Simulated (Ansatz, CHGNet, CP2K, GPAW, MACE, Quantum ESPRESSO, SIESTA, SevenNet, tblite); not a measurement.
**GPAW on H-capped Ge nanowire along [001] with a Si core (65 atoms): settings against a plane-wave reference**

Aim: run H-capped Ge nanowire along [001] with a Si core (65 atoms) in GPAW and see how near its forces come to a plane-wave reference, and at what cost.

Method: the method is named at each step, in GPAW 26.7.0.

### 1. Starting point

The cell holds 65 atoms: 28 Ge, 9 Si and 28 H. Cell: a = 26.501 Å, b = 26.501 Å, c = 5.658 Å, α = 90.0°, β = 90.0°, γ = 90.0°. It derives from Ge (diamond-structure). Round section of size parameter 6.53 Å cut from diamond-structure Ge (a = 5.658 Å) along [001], 1 period, broken bonds capped with H, 12 Å of vacuum, Si core of radius 3.59 Å. Then every atom was moved at random, 0.02 Å r.m.s. a Cartesian component (hydrogen 0.6 of that). Regions: wire, 37 atoms (28 Ge and 9 Si); hydrogen, 28 atoms (28 H). Vacuum lies along a and b. The structure's axis is c.

The yardstick, on the same geometry:

* method: Kohn-Sham DFT, PBE, SSSP efficiency 1.3.0 pseudopotentials, plane waves (Quantum ESPRESSO 7.5); sssp-pbe-1.3.0-efficiency, cutoffs 45/360 Ry, Γ point
* r.m.s. force component: 0.5576 eV/Å
* longest force: 2.14 eV/Å
* gap (highest filled to lowest empty level): 2.054 eV
* time: 7.8 min on 4 MPI ranks of Arm Neoverse V1, shared host
* CPU time: 31 min

### 2. PBE, LCAO dzp, h 0.2 Å

Method: Kohn-Sham DFT, PBE, PAW, atomic orbitals (dzp).

run.py

```python
import numpy as np
from ase.io import read
from gpaw import GPAW, FermiDirac

atoms = read("structure.xyz")
atoms.calc = GPAW(
    mode="lcao",
    basis="dzp",
    h=0.2,
    xc="PBE",
    kpts={"size": (1, 1, 1), "gamma": True},
    occupations=FermiDirac(0.05),
    maxiter=200,
    symmetry={"point_group": False},
    txt="gpaw.txt",
)
energy = atoms.get_potential_energy(force_consistent=True)
forces = atoms.get_forces()
print(f"energy {energy:.6f} eV")
print("forces (eV/A)")
for i, (a, f) in enumerate(zip(atoms, forces)):
    print(f"{i:4d} {a.symbol:2s} {f[0]:10.5f} {f[1]:10.5f} {f[2]:10.5f}")
print(f"Fermi level {atoms.calc.get_fermi_level():.4f} eV")
for k in range(len(atoms.calc.get_ibz_k_points())):
    for s in range(atoms.calc.get_number_of_spins()):
        e = atoms.calc.get_eigenvalues(kpt=k, spin=s)
        n = np.searchsorted(e, atoms.calc.get_fermi_level())
        print(f"k {k} spin {s} levels about the Fermi level:", np.round(e[max(n - 6, 0):n], 4).tolist(), "|", np.round(e[n:n + 6], 4).tolist())
```

structure.xyz

```xyz
65
Lattice="26.50091 0.00000 0.00000 0.00000 26.50091 0.00000 0.00000 0.00000 5.65800" Properties=species:S:1:pos:R:3 pbc="T T T"
Ge 9.29387 9.25544 1.43498
Ge 9.22285 11.25282 2.85010
Ge 7.24164 11.24275 4.27671
Ge 7.26496 13.23826 0.00136
Ge 9.26763 13.25523 1.38219
Ge 9.24246 15.23882 2.83754
Ge 7.26973 15.22822 4.21889
Ge 9.26498 17.26932 1.39413
Ge 13.18950 7.23899 2.80422
Ge 11.21307 7.22812 4.28073
Ge 11.27587 9.19158 0.02801
Ge 13.23323 9.26207 1.42898
Si 13.21070 11.25494 2.79166
Si 11.28541 11.24460 4.24537
Si 11.27826 13.25708 0.00464
Si 13.22210 13.24621 1.42989
Si 13.25761 15.26929 2.82408
Si 11.22685 15.27009 4.24786
Ge 11.26819 17.26932 5.63531
Ge 13.26848 17.26243 1.44483
Ge 13.25337 19.29001 2.82985
Ge 11.26633 19.32897 4.25951
Ge 15.18052 7.23899 4.23235
Ge 15.23140 9.27373 0.04232
Ge 17.29555 9.25120 1.41331
Ge 17.24891 11.21625 2.80790
Si 15.28095 11.27110 4.19829
Si 15.28970 13.23641 5.65279
Ge 17.27250 13.29683 1.46186
Ge 17.26269 15.22636 2.80478
Si 15.23696 15.26161 4.22008
Ge 15.30507 17.26799 0.00543
Ge 17.32391 17.30536 1.37721
Ge 15.20463 19.24178 4.27784
Ge 19.29107 11.21651 4.19337
Ge 19.23489 13.22819 0.04662
Ge 19.27862 15.19986 4.23597
H 7.97783 9.25067 0.54294
H 9.20483 7.98684 2.25986
H 7.22971 10.00462 5.10623
H 5.97834 11.23321 3.35587
H 5.99292 13.24886 0.86601
H 6.01915 15.22212 3.38309
H 7.22335 16.48754 5.17283
H 8.01202 17.24229 0.57355
H 9.21437 18.52652 2.28696
H 13.27987 5.94972 1.92049
H 10.00939 7.23952 3.34139
H 11.22552 6.00564 5.11500
H 13.26132 20.47381 1.97679
H 9.98899 19.25238 3.33533
H 11.23718 20.51488 5.14522
H 16.47138 7.23687 3.35633
H 15.21682 6.02286 5.11868
H 18.46239 9.21993 0.52031
H 17.23407 7.99718 2.34360
[... 5 atom lines left out ...]
H 20.50481 11.25308 3.37652
H 20.50746 13.26079 0.84678
H 20.48414 15.25790 3.35316
H 19.28180 16.49973 5.14029
```

The run is started by

```console
$ OMP_NUM_THREADS=1 python run.py > output.txt
```

Output:

```text
energy -252.859651 eV
forces (eV/A)
   0 Ge   -0.50363    0.68121   -0.55748
   1 Ge    0.74927    0.13984    0.29956
   2 Ge   -0.12885    1.10367   -1.01657
   3 Ge    0.37342    0.19201   -0.38689
   4 Ge    0.26783   -0.18547    0.09734
   5 Ge    0.59953    0.28823   -0.16631
   6 Ge    0.40823   -0.08235    0.84578
   7 Ge    0.99845   -0.59546    0.64481
   8 Ge    0.12488    0.16057    0.40298
   9 Ge    0.79025    0.91234   -0.74656
  10 Ge   -0.19997    0.99185   -0.71403
  11 Ge    0.15661    0.05069    0.37078
  12 Si    0.41805    0.40599    0.69050
  13 Si   -0.16074    0.11470    0.20246
  14 Si    0.19000   -0.00551   -0.47506
  15 Si    0.49468    0.20643   -0.29167
  16 Si   -0.30560   -0.52187    0.42114
  17 Si    0.63729   -0.48494   -0.10037
  18 Ge    0.08613   -0.05954   -0.15987
  19 Ge    0.06698   -0.15350   -0.09226
  20 Ge   -0.15259   -1.81920    1.27869
  21 Ge    0.03882   -1.53370   -0.86984
  22 Ge   -0.22790    1.08803   -0.07449
  23 Ge    0.36636    0.18035   -0.89941
[...]
57 H     0.14446    0.71612    0.42041
  58 H    -0.24375    0.14243    0.39084
  59 H    -0.04296    1.14461    0.79784
  60 H     0.24971   -0.29808   -0.14015
  61 H     1.70475    0.04750   -1.14128
  62 H     1.07175   -0.00982    0.75324
  63 H     1.14431   -0.08273   -0.78180
  64 H     0.15747   -0.22304   -0.42352
Fermi level -1.6504 eV
k 0 spin 0 levels about the Fermi level: [-3.5309, -3.4607, -2.9997, -2.9824, -2.8849, -2.7222] | [-0.5641, -0.4899, -0.4589, -0.4038, -0.2912, -0.2221]
```

gpaw.txt:

```text
Input parameters:
  mode=LCAO(),
  basis={'default': 'dzp'},
  h=0.2,
  kpts=MonkhorstPack(size=(1, 1, 1), gamma=True),
  maxiter=200,
  occupations=Occupations(name='fermi-dirac', width=0.05, fixmagmom=False),
  symmetry=Symmetry(point_group=False),
  xc=XC(name='PBE')
Unit cell  # Å
| periodic |         x |         y |        z |   lengths |    angles |
|----------|-----------|-----------|----------|-----------|-----------|
|      yes | 26.500910 |  0.000000 | 0.000000 | 26.500910 | 90.000000 |
|      yes |  0.000000 | 26.500910 | 0.000000 | 26.500910 | 90.000000 |
|      yes |  0.000000 |  0.000000 | 5.658000 |  5.658000 | 90.000000 |
Number of symmetries: 1
Symmetry operations  # r_c * U_cc + t_c -> r_c
|   | kind |            matrix            |
|---|------|------------------------------|
| 0 |  E   |  1, 0, 0,  0, 1, 0,  0, 0, 1 |
BZ-sampling:
  Number of BZ points: 1
  Number of IBZ points: 1
  Monkhorst-Pack size: [1, 1, 1]
  Monkhorst-Pack shift: [0, 0, 0]
[... lines left out ...]
  MSR1-Mixer
occupation numbers:
  Fermi-Dirac:
    width: 0.0500  # eV
FastPoissonSolver using
    Stencil: 6*3+1=19 point O(h^6) finite-difference Laplacian
xc functional:
  name: PBE with 2 nearest neighbor stencil
interpolation: tri-quintic # 5. degree polynomial
Initialization done in: 32.228 s
convergence criteria:
- Maximum [total energy] change in last 3 cyles: 0.0005 eV / valence electron
- Maximum integral of absolute [dens]ity change: 0.0001 electrons / valence electron
- Maximum integral of absolute [eigenst]ate change: 4e-08 eV^2 / valence electron
maximum number of iterations: 200
SCF iterations
|iter     |      energy | eigst |  dens |
|---------|-------------|-------|-------|
|iter:   1| -257.595936 |      c|       |
|iter:   2| -256.858150 |      c| -0.81 |
|iter:   3| -254.886055 |      c| -0.84 |
|iter:   4| -260.397477 |      c| -1.32 |
|iter:   5| -252.871938 |      c| -1.15 |
|iter:   6| -252.861558 |      c| -2.03 |
|iter:   7| -252.860782c|      c| -2.35 |
|iter:   8| -252.860211c|      c| -2.96 |
|iter:   9| -252.859671c|      c| -3.22 |
|iter:  10| -252.859657c|      c| -3.64 |
|iter:  11| -252.859651c|      c| -4.07c|
Converged in 11 steps
SCF loop duration: 80.433 s (7.312 s/step)
Energy contributions relative to reference atoms: (reference = -1670060.682665)
Energy contributions:
  Kinetic:         577.574923
  Coulomb:        -544.329131
  Zero:              0.129337
  External:          0.000000
  Xc:             -286.234781
  Entropy:          -0.000000
  Spinorbit:         0.000000
  ----------------------------
  Free energy:    -252.859651
  Extrapolated:   -252.859651
dipole moment: (0.075300, 0.044418, -66.900038)  # |e|*Ang
Fermi level: -1.650
Eigenvalues  # (at kpt = [0.000, 0.000, 0.000])
| band index |      eig [eV] | occ [0-2] |
|------------|---------------|-----------|
|          0 |       -13.850 |     2.000 |
|        ... |               |           |
|         80 |        -3.597 |     2.000 |
|         81 |        -3.537 |     2.000 |
[...]
|         95 |         0.068 |     0.000 |
|        ... |               |           |
|        109 |         1.005 |     0.000 |
Gap: 2.158 eV
Transition (v -> c):
  (s=0, k=0, n=87, [0.00, 0.00, 0.00]) -> (s=0, k=0, n=88, [0.00, 0.00, 0.00])
No difference between direct/indirect transitions
Force computation time: 11.090  # s
timing:  # [seconds]
  Total:  123.780  # ━━━━━━━━━━━━━━━━━━━━━━━━━━━━━━━━━━━━━━━━━━━━━━━━━━━━━━━━
  Init:    32.228  # ━━━━━━━━━━━━━━╸
  SCF:     80.433  # ━━━━━━━━━━━━━━━━━━━━━━━━━━━━━━━━━━━━╸
  Forces:  11.090  # ━━━━━
```

The job ended after 2.1 min (1 thread of Arm Neoverse V1, shared host; peak memory 1.7 GiB).

Banners, paths, timers and routine set-up lines are dropped from the logs unmarked, and long logs keep their key lines alone; longer cuts are marked.

Numbers from this run, and their distance from the reference:

| Quantity | Value |
| --- | --- |
| r.m.s. force component | 0.6814 eV/Å |
| r.m.s. difference of force components | 177.8 meV/Å |
| longest difference of force vectors | 563.9 meV/Å |
| force difference over r.m.s. force | 31.89 % |
| slope of forces against the reference's | 1.196 |
| correlation of force components | 0.9786 |
| gap (highest filled to lowest empty level) | 2.158 eV |
| gap difference | 0.1045 eV |

This run lies far from the reference in forces at the same functional. Basis and potentials both differ; the latter hold 176 valence electrons against the reference's 456.

Length of the force difference by element (eV/Å):

| element | atoms | mean | most |
| --- | --- | --- | --- |
| Ge | 28 | 0.19 | 0.39 |
| H | 28 | 0.40 | 0.56 |
| Si | 9 | 0.050 | 0.073 |

Levels nearest the highest filled one (eV from it): -0.81, -0.74, -0.28, -0.26, -0.16, 0.00, 2.16, 2.23, 2.26, 2.32, 2.43, 2.50.

The surroundings of Ge33, which bears the longest force, nearest first, numbered as they follow in the input and with coordinates relative to it.

| atom | x | y | z | distance (Å) | bonds | Fx | Fy | Fz (eV/Å) |
| --- | --- | --- | --- | --- | --- | --- | --- | --- |
| Ge33 | 0.00 | 0.00 | 0.00 | 0.00 | 4 | -1.94 | -1.19 | 1.09 |
| H57 | 1.19 | -0.06 | -0.83 | 1.45 | 1 | 1.89 | 0.14 | -1.15 |
| H58 | -0.09 | 1.23 | 0.88 | 1.51 | 1 | 0.14 | 0.72 | 0.42 |
| Ge32 | -2.02 | -0.04 | -1.37 | 2.44 | 4 | -0.36 | -0.72 | -0.20 |
| Ge30 | -0.06 | -2.08 | 1.43 | 2.52 | 4 | -0.31 | 1.28 | 0.85 |
| H65 | 1.96 | -0.81 | -1.89 | 2.84 | 1 | 0.16 | -0.22 | -0.42 |
| H59 | -0.83 | 1.97 | 1.97 | 2.90 | 1 | -0.24 | 0.14 | 0.39 |
| Ge34 | -2.12 | 1.94 | -2.76 | 3.98 | 4 | 0.27 | -0.62 | -0.91 |
| Ge29 | -0.05 | -4.01 | 0.08 | 4.01 | 4 | -0.55 | -1.02 | -0.86 |

Atoms are counted from 1 here, from 0 in the log.

Forces lie 32 % from the reference's, at 0.067 times its CPU time (on 1 against 4 cores).

### 3. PBE, LCAO sz(dzp), h 0.2 Å

Method: Kohn-Sham DFT, PBE, PAW, atomic orbitals (sz(dzp)).

Edit run.py of step 2 so:

```diff
@@ -7,3 +7,3 @@
     mode="lcao",
-    basis="dzp",
+    basis="sz(dzp)",
     h=0.2,
```

structure.xyz is that of step 2.

Output:

```text
energy -223.569823 eV
forces (eV/A)
   0 Ge    0.13322    1.51747   -0.67888
   1 Ge    0.80969    0.29462    0.18766
   2 Ge    0.72741    1.88612   -1.04118
   3 Ge    1.38293    0.24772   -0.82247
   4 Ge    0.24152   -0.20940    0.33148
   5 Ge    0.62994    0.20667   -0.43676
   6 Ge    1.49720   -0.59665    1.10303
   7 Ge    1.90134   -1.34121    0.73587
   8 Ge   -0.01733    1.08039    0.78081
   9 Ge    1.43092    2.05418   -0.95654
  10 Ge   -0.10556    1.13292   -0.66750
  11 Ge    0.20302   -0.01575    0.23847
  12 Si    0.57227    0.25675    0.67431
  13 Si   -0.38390   -0.07035    0.32188
  14 Si    0.02727   -0.00836   -0.48289
  15 Si    0.70303    0.31177   -0.35279
  16 Si   -0.42288   -0.47393    0.32510
  17 Si    0.60059   -0.43813   -0.12810
  18 Ge    0.26442    0.01616   -0.02006
  19 Ge    0.08301   -0.06062   -0.35799
  20 Ge   -0.17360   -3.08425    1.90637
  21 Ge    0.57796   -2.63083   -1.19778
  22 Ge   -0.86107    2.24638   -0.26466
  23 Ge    0.30355    0.15094   -0.86887
[...]
57 H     0.03186    1.73139    1.15468
  58 H     0.56708    0.13189   -0.22543
  59 H    -0.05047    2.43732    1.74931
  60 H     0.17954   -1.20238    0.62070
  61 H     3.16948    0.14027   -2.16019
  62 H     2.36333    0.03007    1.58470
  63 H     2.43571   -0.05457   -1.77768
  64 H     0.12032    0.63312    0.19657
Fermi level -3.2296 eV
k 0 spin 0 levels about the Fermi level: [-5.2678, -5.178, -4.7094, -4.6857, -4.6415, -4.4359] | [-2.046, -1.4028, -1.3108, -1.2988, -1.266, -1.1834]
```

gpaw.txt:

```text
Input parameters:
  mode=LCAO(),
  basis={'default': 'sz(dzp)'},
  h=0.2,
  kpts=MonkhorstPack(size=(1, 1, 1), gamma=True),
  maxiter=200,
  occupations=Occupations(name='fermi-dirac', width=0.05, fixmagmom=False),
  symmetry=Symmetry(point_group=False),
  xc=XC(name='PBE')
Unit cell  # Å
| periodic |         x |         y |        z |   lengths |    angles |
[... lines left out ...]
  Fermi-Dirac:
[... lines left out ...]
convergence criteria:
- Maximum [total energy] change in last 3 cyles: 0.0005 eV / valence electron
[... lines left out ...]
Converged in 10 steps
[... lines left out ...]
  Free energy:    -223.569823
  Extrapolated:   -223.569823
dipole moment: (0.018346, 0.009380, -65.501556)  # |e|*Ang
Fermi level: -3.230
Eigenvalues  # (at kpt = [0.000, 0.000, 0.000])
| band index |      eig [eV] | occ [0-2] |
|------------|---------------|-----------|
|          0 |       -15.758 |     2.000 |
|        ... |               |           |
|         80 |        -5.345 |     2.000 |
|         81 |        -5.269 |     2.000 |
[...]
|         95 |        -0.932 |     0.000 |
|        ... |               |           |
|        109 |         0.007 |     0.000 |
Gap: 2.390 eV
Transition (v -> c):
  (s=0, k=0, n=87, [0.00, 0.00, 0.00]) -> (s=0, k=0, n=88, [0.00, 0.00, 0.00])
No difference between direct/indirect transitions
Force computation time: 2.744  # s
timing:  # [seconds]
  Total:  48.488  # ━━━━━━━━━━━━━━━━━━━━━━━━━━━━━━━━━━━━━━━━━━━━━━━━━━━━━━━━━
  Init:   18.443  # ━━━━━━━━━━━━━━━━━━━━━╸
  SCF:    27.274  # ━━━━━━━━━━━━━━━━━━━━━━━━━━━━━━━━
  Forces:  2.744  # ━━━
```

It took 50 s on 1 thread; peak memory 1.5 GiB.

Numbers from this run, and their distance from the reference:

```
r.m.s. force component                           : 1.214 eV/Å
r.m.s. difference of force components            : 807.9 meV/Å
longest difference of force vectors              : 2312 meV/Å
force difference over r.m.s. force               : 144.9 %
slope of forces against the reference's          : 1.819
correlation of force components                  : 0.8359
gap (highest filled to lowest empty level) : 2.39 eV
gap difference                                   : 0.3363 eV
```

This is a coarse setting, run to see what it loses.

Against the first run (32 %), the force difference from the reference is 145 %, at 0.40 times the CPU time, with 176 basis functions against 621: the smaller basis costs accuracy.

### 4. PBE, LCAO szp(dzp), h 0.2 Å

Method: Kohn-Sham DFT, PBE, PAW, atomic orbitals (szp(dzp)).

Edit run.py of step 3 so:

```diff
@@ -7,3 +7,3 @@
     mode="lcao",
-    basis="sz(dzp)",
+    basis="szp(dzp)",
     h=0.2,
```

structure.xyz is that of step 3.

Output:

```text
energy -235.942714 eV
forces (eV/A)
   0 Ge   -0.24109    0.99284   -0.58129
   1 Ge    0.90265    0.25087    0.32196
   2 Ge    0.20956    1.30446   -0.97872
   3 Ge    0.79098    0.22915   -0.47887
   4 Ge    0.39717   -0.20537    0.12537
   5 Ge    0.75181    0.23689   -0.23483
   6 Ge    0.84091   -0.21380    0.95549
   7 Ge    1.34871   -0.88631    0.66837
   8 Ge    0.03125    0.54169    0.47640
   9 Ge    0.94060    1.33947   -0.84354
  10 Ge   -0.13008    1.17907   -0.77425
  11 Ge    0.18750    0.15040    0.40646
  12 Si    0.44835    0.43762    0.73551
  13 Si   -0.16105    0.11292    0.23892
  14 Si    0.21582   -0.00781   -0.52852
  15 Si    0.56072    0.23760   -0.31398
  16 Si   -0.34605   -0.57108    0.44478
  17 Si    0.69611   -0.54961   -0.10611
  18 Ge    0.19725   -0.15082   -0.17982
  19 Ge    0.07929   -0.23100   -0.14005
  20 Ge   -0.16897   -2.31153    1.42523
  21 Ge    0.19511   -1.94084   -0.99009
  22 Ge   -0.44022    1.58324   -0.15078
  23 Ge    0.34028    0.29076   -0.96019
[...]
57 H     0.15377    1.12251    0.65785
  58 H     0.11012    0.20362    0.17734
  59 H    -0.06816    1.74937    1.26806
  60 H     0.28978   -0.64390    0.14094
  61 H     2.37612    0.11782   -1.63601
  62 H     1.68818    0.01400    1.17466
  63 H     1.75022   -0.08629   -1.28026
  64 H     0.21332    0.14482   -0.21759
Fermi level -2.8321 eV
k 0 spin 0 levels about the Fermi level: [-4.7937, -4.7209, -4.2969, -4.2762, -4.194, -4.0244] | [-1.5555, -1.528, -1.4607, -1.4203, -1.3981, -1.0673]
```

gpaw.txt:

```text
Input parameters:
  mode=LCAO(),
  basis={'default': 'szp(dzp)'},
  h=0.2,
  kpts=MonkhorstPack(size=(1, 1, 1), gamma=True),
  maxiter=200,
  occupations=Occupations(name='fermi-dirac', width=0.05, fixmagmom=False),
  symmetry=Symmetry(point_group=False),
  xc=XC(name='PBE')
Unit cell  # Å
| periodic |         x |         y |        z |   lengths |    angles |
[... lines left out ...]
  Fermi-Dirac:
[... lines left out ...]
convergence criteria:
- Maximum [total energy] change in last 3 cyles: 0.0005 eV / valence electron
[... lines left out ...]
Converged in 11 steps
[... lines left out ...]
  Free energy:    -235.942714
  Extrapolated:   -235.942714
dipole moment: (0.042455, 0.021822, -65.863561)  # |e|*Ang
Fermi level: -2.832
Eigenvalues  # (at kpt = [0.000, 0.000, 0.000])
| band index |      eig [eV] | occ [0-2] |
|------------|---------------|-----------|
|          0 |       -15.192 |     2.000 |
|        ... |               |           |
|         80 |        -4.879 |     2.000 |
|         81 |        -4.796 |     2.000 |
[...]
|         95 |        -0.976 |     0.000 |
|        ... |               |           |
|        109 |         0.002 |     0.000 |
Gap: 2.469 eV
Transition (v -> c):
  (s=0, k=0, n=87, [0.00, 0.00, 0.00]) -> (s=0, k=0, n=88, [0.00, 0.00, 0.00])
No difference between direct/indirect transitions
Force computation time: 8.756  # s
timing:  # [seconds]
  Total:  80.211  # ━━━━━━━━━━━━━━━━━━━━━━━━━━━━━━━━━━━━━━━━━━━━━━━━━━━━━━━━━
  Init:   10.833  # ━━━━━━━╸
  SCF:    60.593  # ━━━━━━━━━━━━━━━━━━━━━━━━━━━━━━━━━━━━━━━━━━━
  Forces:  8.756  # ━━━━━━
```

Wall time 82 s (1 thread); peak memory 1.7 GiB.

Against the reference:

```
r.m.s. force component                           : 0.8946 eV/Å
r.m.s. difference of force components            : 442.6 meV/Å
longest difference of force vectors              : 1361 meV/Å
force difference over r.m.s. force               : 79.37 %
slope of forces against the reference's          : 1.472
correlation of force components                  : 0.9175
gap (highest filled to lowest empty level) : 2.469 eV
gap difference                                   : 0.4153 eV
```

This is a coarse setting, run to see what it loses.

Against the first run (32 %), the force difference from the reference is 79 %, at 0.65 times the CPU time, with 445 basis functions against 621: the smaller basis costs accuracy.

[end of part 1 of 2]

[Also dropped from logs without a mark: logging warnings of Python, and SIESTA's first energy breakdown and zero terms.]

[Logs are printed without paths, hosts, clocks, repeated set-up lines and the standing remarks that a program may print on its own settings, such as how far it seeks lower states.]

[Hosts, paths, dates, database ids (printed as entryN), source tags and the programs' standing remarks are cut or masked in the printed files.]
